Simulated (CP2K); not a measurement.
Consider 2-methylthioimidazole at its PBE geometry (Å).

```xyz
13

C     2.3475   -0.3083   -0.9823
S     1.5337   -1.0892    0.4323
C    -0.0127   -0.2693    0.3316
N    -0.3887    0.6216   -0.5761
C    -1.6878    0.9643   -0.2311
C    -2.0973    0.2790    0.8870
N    -1.0129   -0.5124    1.2443
H     2.4064    0.7756   -0.8359
H     3.3535   -0.7421   -1.0270
H     1.7985   -0.5234   -1.9053
H    -2.2480    1.6865   -0.8156
H    -3.0218    0.2727    1.4511
H    -0.9704   -1.1552    2.0271
```

Method: CP2K XAS_TDP, all-electron GAPW, PBEh(45%), aug-cc-pVDZ, TDA, GW2X-corrected core level, no relativity.

Where do the C K-edge lines lie, and how strong are they?

Leading lines: C1 289.43 eV, C3 288.59 eV, C5 288.25 eV and C6 288.40 eV. The leading line of an atom is its first one with 35 % of the strongest within 2.5 eV of its lowest line over the strength cut. Core ionisation energies at this level: C3 293.22, C5 292.02, C1 292.67 and C6 292.43 eV.

The first six lines of each atom with a strength over 0.0015:

```
                     atom  energy (eV)  states  strength, one atom  above the computed threshold
 C1 (bonded to S and 3 H)       289.43       1              0.0394                              
                                290.69       1              0.0108                              
                                291.39       1              0.0199                              
                                291.58       1              0.0210                              
                                291.89       1              0.0038                              
                                292.79       1              0.0033                           yes
 C3 (bonded to 2 N and S)       288.59       1              0.0606                              
                                290.67       1              0.0261                              
                                291.52       1              0.0023                              
                                291.95       1              0.0074                              
                                292.99       1              0.0020                              
                                293.40       1              0.0082                           yes
C5 (bonded to C, N and H)       288.25       1              0.0526                              
                                290.35       1              0.0065                              
                                290.50       1              0.0019                              
                                290.84       1              0.0029                              
                                291.92       1              0.0028                              
                                292.13       1              0.0048                           yes
C6 (bonded to C, N and H)       288.40       1              0.0504                              
                                290.26       1              0.0106                              
                                291.09       1              0.0040                              
                                291.97       1              0.0028                              
                                292.30       1              0.0023                              
                                292.40       1              0.0023
```

Lines are vertical, at one geometry, with no vibrational structure. GW2X ionisation energies and lines can be off by 1 to 2 eV either way, and a good line position may hide errors that cancel. These values hold no scalar relativity, about 0.1 eV for C 1s. Rydberg lines, and the discretised continuum above threshold, depend on the basis and the box.

[Banner, clock and machine lines of the logs are left out without a mark of their own.]

[Logs are printed without paths, hosts, clocks, repeated set-up lines and the standing remarks that a program may print on its own settings, such as how far it seeks lower states.]

[Hosts, paths, dates, database ids (printed as entryN), source tags and the programs' standing remarks are cut or masked in the printed files.]
